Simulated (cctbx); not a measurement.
# Accept or mend?

Cell a = 13.4480 Å, b = 6.8670 Å, c = 16.8860 Å, α = 90.00°, β = 90.00°, γ = 90.00°; space group Pnma (no. 62). The compound is RbTi4Cl11.

Simulated single-crystal data (cctbx): Cu Kα, λ = 1.54184 Å, to d = 0.83 Å, 95 % of the full sphere, strongest reflection 70000 counts, noise from counting, a 6 % proportional error and a noise floor of 8 counts (s.d.); no absorption.

An anisotropic refinement with weights 1/σ² prints:

```text
Rint 0.052, 1557 unique reflections to 0.83 A
cycle     R1     wR2    GooF  max shift (A)
   1  0.2835  0.5961  14.352   0.06309
   4  0.2703  0.5241  12.618   0.00007
final R1 0.2703 wR2 0.5241 GooF 12.618  parameters 78  data/parameter 20.0
atom        x        y        z      Ueq    occ   su(xyz)  su(Uiso or U11)
Rb1    0.50025  0.75000  0.75987   0.0050  1.000  0.00027  0.0019  NPD
Ti1    0.67648  0.75000  0.15581   0.0118  1.000  0.00062  0.0037
Ti2    0.25537  0.47636  0.50921   0.0090  1.000  0.00075  0.0031  NPD
Ti3    0.68538  0.75000  0.34687   0.0259  1.000  0.00071  0.0045
Cl1    0.10496  0.48724  0.41716   0.0118  1.000  0.00099  0.0030
Cl2    0.83069  0.75000  0.06956   0.0334  1.000  0.00113  0.0078
Cl3    0.24901  0.48489  0.74571   0.0188  1.000  0.00135  0.0043
Cl4    0.53815  0.75000  0.25003   0.0129  1.000  0.00084  0.0052
Cl5    0.09186  0.50408  0.08384   0.0195  1.000  0.00117  0.0035
Cl6    0.65881  0.75000  0.58173   0.0202  1.000  0.00097  0.0064
Cl7    0.85269  0.75000  0.40372   0.0158  1.000  0.00080  0.0052
difference map: max 52.86 min -3.94 rms 1.86
Q1    0.1770  0.7500  0.5782    4   53.42  2.45 A from Ti2
Q2    0.0002  0.2500  0.2555    4   28.71  0.07 A from Rb1
Q3    0.1736  0.7500  0.9202    4   19.55  0.20 A from Cl6
Q4    0.1752  0.7500  0.3510    4   15.44  0.12 A from Ti1
Q5    0.0950  0.0091  0.4189    8   14.03  0.14 A from Cl1
Q6    0.0880  0.9998  0.0811    8   13.26  0.07 A from Cl5
```

**Question.** Can this result stand? If not, what is the likely fault?

Mend it. The fault: an atom left out, Cl at (0.6768, 3/4, 0.9222). Against the right model at the same level, R1 goes from 0.0172 to 0.2703 and GooF from 0.96 to 12.62, U of Rb1 shrinks from 0.0188 to 0.0050 Å², U of Ti2 shrinks from 0.0230 to 0.0090 Å², U of Ti1 shrinks from 0.0267 to 0.0118 Å², U of Cl1 shrinks from 0.0231 to 0.0118 Å², the top difference peak, 53.4 e/Å³, lies 2.45 Å from Ti2 and Rb1 and Ti2 go non-positive-definite. Q1 is the missing atom. With scattering power missing, scale and phases suffer, so peaks may also grow on the heavy atoms.

The compound is RbTi4Cl11. The right model at the same level gives:

```text
Rint 0.052, 1557 unique reflections to 0.83 A
cycle     R1     wR2    GooF  max shift (A)
   1  0.0541  0.1469   3.543   0.00469
   2  0.0172  0.0398   0.961   0.00000
final R1 0.0172 wR2 0.0398 GooF 0.961  parameters 84  data/parameter 18.5
atom        x        y        z      Ueq    occ   su(xyz)  su(Uiso or U11)
Rb1    0.50059  0.75000  0.75943   0.0188  1.000  0.00002  0.0001
Ti1    0.67621  0.75000  0.15517   0.0267  1.000  0.00004  0.0003
Ti2    0.25483  0.47639  0.50909   0.0230  1.000  0.00005  0.0002
Ti3    0.68456  0.75000  0.34735   0.0413  1.000  0.00005  0.0003
Cl1    0.10281  0.48817  0.41748   0.0231  1.000  0.00006  0.0002
Cl2    0.83187  0.75000  0.07137   0.0412  1.000  0.00006  0.0004
Cl3    0.67678  0.75000  0.92224   0.0259  1.000  0.00005  0.0003
Cl4    0.24900  0.48755  0.74650   0.0297  1.000  0.00007  0.0003
Cl5    0.53639  0.75000  0.24956   0.0249  1.000  0.00005  0.0003
Cl6    0.09086  0.50293  0.08310   0.0277  1.000  0.00006  0.0002
Cl7    0.66410  0.75000  0.58135   0.0238  1.000  0.00005  0.0003
Cl8    0.85180  0.75000  0.40525   0.0268  1.000  0.00005  0.0003
difference map: max 0.36 min -0.45 rms 0.08
Q1    0.0229  0.7500  0.6573    4    0.37  1.44 A from Rb1
Q2    0.0210  0.2500  0.3973    4    0.36  2.00 A from Cl1
Q3    0.1923  0.6071  0.9236    8    0.33  1.06 A from Cl7
Q4    0.1196  0.6581  0.8209    8    0.33  1.87 A from Cl7
Q5    0.1291  0.7500  0.9323    4    0.30  0.52 A from Cl7
Q6    0.0467  0.7500  0.4375    4    0.30  1.98 A from Cl1
```

This is a model crystal, built by substitution and not relaxed, with assumed displacement parameters.

[Middle refinement cycles are left out of these outputs.]

[Logs are printed without paths, hosts, clocks, repeated set-up lines and the standing remarks that a program may print on its own settings, such as how far it seeks lower states.]
